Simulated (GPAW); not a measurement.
# Screening of a field by Nb2NS2 MXene monolayer, part 2 of 2

Aim: the dipole that a field along the normal induces in Nb2NS2 MXene monolayer.

GPAW 26.7.0; GPAW, PAW setups; layer in a repeated cell with vacuum, relaxation of atoms and in-plane cell (the session's first sound run).

So far. Step 5 (In a field): The dipole is now -0.0382 e Å, against -3.0e-4 in the run without a field.

### Step 8. Field on

Level of this step: GPAW, PAW setups; slab in vacuum (GPAW).

File run.py:

```python
import json
import numpy as np
from ase import Atoms
from gpaw import GPAW, PW
from gpaw.external import ConstantElectricField

slab = Atoms(
    ['S', 'Nb', 'N', 'Nb', 'S'],
    positions=[
        [-0.00000, 1.89397, 7.00000],
        [1.64022, 0.94698, 8.61109],
        [0.00000, -0.00000, 9.75574],
        [-0.00000, 1.89397, 10.90039],
        [1.64022, 0.94698, 12.51148]],
    cell=[[3.28045, -0.0, 0.0], [-1.64022, 2.84095, 0.0], [0.0, 0.0, 19.5115]],
    pbc=[True, True, False])

slab.calc = GPAW(mode=PW(500), xc='PBE', kpts={'size': (12, 12, 1), 'gamma': True},
                 occupations={'name': 'fermi-dirac', 'width': 0.05}, nbands='160%',
                 convergence={'density': 1e-05}, maxiter=200,
                 poissonsolver={'dipolelayer': 'xy'},
                 external=ConstantElectricField(0.1, [0, 0, 1]),
                 symmetry={'tolerance': 1e-3}, txt='slab.txt')
result = {}
energy = slab.get_potential_energy()
fermi = slab.calc.get_fermi_level()
v = slab.calc.get_electrostatic_potential().mean((0, 1)) - fermi
n = slab.calc.get_pseudo_density().mean((0, 1))
L = slab.cell[2, 2]
z = np.arange(len(v)) * L / len(v)
low, high = slab.positions[:, 2].min(), slab.positions[:, 2].max()
below, above = np.interp([low - 4.8, high + 4.8], z, v)
slopes = [np.interp(x, z, np.gradient(v, z)) for x in (low - 4.8, high + 4.8)]
eps = np.array([[slab.calc.get_eigenvalues(k, s) for k in range(len(slab.calc.get_ibz_k_points()))]
                for s in range(slab.calc.get_number_of_spins())]) - fermi
top, bottom = eps[eps < 0].max(), eps[eps > 0].min()
dipole = slab.get_dipole_moment()[2]
print(f'energy {energy:.4f} eV, Fermi level {fermi:.4f} eV, dipole {dipole:.5f} e A')
print(f'potential 4.8 A off the faces, from the Fermi level: lower {below:.4f} eV, upper {above:.4f} eV')
print(f'slope of the potential there: lower {slopes[0]:.5f}, upper {slopes[1]:.5f} eV/A')
print(f'nearest levels on the mesh: {top:.4f} and {bottom:.4f} eV')
print('magnetic moment', round(slab.get_magnetic_moment(), 3))
result.update(energy=energy, fermi=fermi, dipole=dipole, below=below, above=above, slopes=slopes, edges=[top, bottom],
              z=z.tolist(), v=v.tolist(), n=n.tolist(), positions=slab.positions.tolist(),
              forces=slab.get_forces(apply_constraint=False).tolist(), moments=slab.get_magnetic_moments().tolist())
json.dump(result, open('result.json', 'w'))
```

Launch:

```
OMP_NUM_THREADS=1 OPENBLAS_NUM_THREADS=1 python run.py
```

The program printed:

```text
energy -42.1480 eV, Fermi level 1.0091 eV, dipole 0.03818 e A
potential 4.8 A off the faces, from the Fermi level: lower 5.7798 eV, upper 5.0384 eV
slope of the potential there: lower -0.00034, upper 0.00039 eV/A
nearest levels on the mesh: -0.0585 and 0.1538 eV
magnetic moment 0.0
```

Elapsed: 4.3 min, on 1 thread of Arm Neoverse V2, shared host; peak memory 0.53 GiB.

The electrostatic potential energy of an electron (without an applied field's), less the Fermi level, planar mean by z:

z (Å), electrostatic potential energy of an electron (without an applied field's), less the Fermi level, planar mean (eV) and a bar from the least value:
```
      0.0        5.4 ##############################
      0.5        5.8 ##############################
      1.0        5.8 ##############################
      1.5        5.8 ##############################
      2.0        5.8 ##############################
      2.5        5.8 ##############################
      3.0        5.8 ##############################
      3.5        5.8 ##############################
      4.0        5.8 ##############################
      4.5        5.8 ##############################
      5.0        5.7 ##############################
      5.5        5.4 ##############################
      6.0        3.7 ############################
      6.5       -3.5 ####################
      7.0      -17.1 #####
      7.5       -6.9 ################
      8.0       -8.8 ##############
      8.5      -21.0 
      9.0      -15.3 #######
      9.5      -10.7 ############
     10.0      -11.0 ############
     10.5      -15.1 #######
     11.0      -21.4 
     11.5       -9.4 #############
     12.0       -7.1 ################
     12.5      -17.6 ####
     13.0       -4.4 ###################
     13.5        3.0 ###########################
     14.0        4.6 #############################
     14.5        5.0 #############################
     15.0        5.0 #############################
     15.5        5.0 #############################
     16.0        5.0 #############################
     16.5        5.0 #############################
     17.0        5.0 #############################
     17.5        5.0 #############################
     18.0        5.0 #############################
     18.5        5.0 #############################
     19.0        5.0 #############################
```

The dipole is now 0.0382 e Å, against -3.0e-4 in the run without a field.

### Step 9. In a field

Changes to run.py since step 8:

```diff
@@ -21,3 +21,3 @@
                  poissonsolver={'dipolelayer': 'xy'},
-                 external=ConstantElectricField(0.1, [0, 0, 1]),
+                 external=ConstantElectricField(0.2, [0, 0, 1]),
                  symmetry={'tolerance': 1e-3}, txt='slab.txt')
```

The program printed:

```text
energy -42.1538 eV, Fermi level 1.0082 eV, dipole 0.07636 e A
potential 4.8 A off the faces, from the Fermi level: lower 6.1520 eV, upper 4.6693 eV
slope of the potential there: lower -0.00032, upper 0.00041 eV/A
nearest levels on the mesh: -0.0585 and 0.1538 eV
magnetic moment 0.0
```

The job ended after 4.6 min (1 thread; peak memory 0.53 GiB).

The dipole is now 0.0764 e Å, against -3.0e-4 in the run without a field.

### Step 10. In a field

Changes to run.py since step 9:

```diff
@@ -21,3 +21,3 @@
                  poissonsolver={'dipolelayer': 'xy'},
-                 external=ConstantElectricField(0.2, [0, 0, 1]),
+                 external=ConstantElectricField(0.3, [0, 0, 1]),
                  symmetry={'tolerance': 1e-3}, txt='slab.txt')
```

The program printed:

```text
energy -42.1633 eV, Fermi level 1.0067 eV, dipole 0.11456 e A
potential 4.8 A off the faces, from the Fermi level: lower 6.5255 eV, upper 4.3011 eV
slope of the potential there: lower -0.00030, upper 0.00044 eV/A
nearest levels on the mesh: -0.0585 and 0.1538 eV
magnetic moment 0.0
```

Wall time 4.6 min (1 thread); peak memory 0.53 GiB.

The electrostatic potential energy of an electron (without an applied field's), less the Fermi level, planar mean oscillates, so the rows of the table below give means over windows of 1 Å about each position, cut where the curve ends. Its maxima inside the range that stand out by 2 % of the span (Å: eV): 1.3: 6.53, 7.7: -4.93, 9.4: -9.65, 10.1: -9.87, 11.8: -6.12. Its minima: 7.0: -16.6, 8.6: -21.6, 9.8: -14.0, 10.9: -22.3, 12.5: -18.2.

Table of electrostatic potential energy of an electron (without an applied field's), less the Fermi level, planar mean by z; means over each step:

z (Å), electrostatic potential energy of an electron (without an applied field's), less the Fermi level, planar mean (eV) and a bar from the least value:
```
        0        6.1 #############################
        1        6.5 ##############################
        2        6.5 ##############################
        3        6.5 ##############################
        4        6.5 ##############################
        5        6.4 ##############################
        6        3.5 ##########################
        7      -11.3 ########
        8      -10.4 #########
        9      -15.4 ###
       10      -12.0 #######
       11      -18.1 
       12      -10.2 ##########
       13       -6.6 ##############
       14        3.7 ###########################
       15        4.3 ###########################
       16        4.3 ###########################
       17        4.3 ###########################
       18        4.3 ###########################
       19        4.4 ###########################
```

The dipole is now 0.115 e Å, against -3.0e-4 in the run without a field.

### Step 11. The series

The members are put on one axis.

This step: induced dipole against applied field (GPAW 26.7.0).

Table of dipole along the normal by field:

| field (V/Å) | dipole along the normal (e·Å) |
| --- | --- |
| -0.200 | -0.0764 |
| -0.100 | -0.0382 |
| -0.050 | -0.0191 |
| 0.000 | -3.0e-4 |
| 0.050 | 0.0191 |
| 0.100 | 0.0382 |
| 0.200 | 0.0764 |
| 0.300 | 0.115 |

### Step 12. What came out

| Property | Result |
| --- | --- |
| work function, upper and lower face | 5.412 and 5.405 eV |
| dipole along the normal | -3.0e-4 e Å |
| induced dipole per field | 0.382 e Å per V/Å |
| out-of-plane polarisability per area, α/(ε0 A) | 7.41 Å |

The field induces 0.382 e Å per V/Å, a polarisable thickness α/(ε0 A) of 7.41 Å beside 5.51 Å between the outermost nuclei. A perfect conductor would give the distance between its two image planes; a dielectric of thickness t gives t(1 - 1/ε). The induced dipole is linear in the field over this range. The starting lattice was a guess from atomic radii; the relaxation moved it by 7 %. The small printed dipole stands for a step of 5.8 meV from the lower to the upper face, and the probes find 6.3 meV; values this small are near the numerical noise of both. The cell holds an odd number of electrons, so without spin polarisation it must come out metallic and without a moment, whatever its true state. The layer's cell and atoms come from the relaxation; spin-orbit coupling and temperature are left out.

[Logs are printed without paths, hosts, clocks, repeated set-up lines and the standing remarks that a program may print on its own settings, such as how far it seeks lower states.]

[Hosts, paths, dates, database ids (printed as entryN), source tags and the programs' standing remarks are cut or masked in the printed files.]
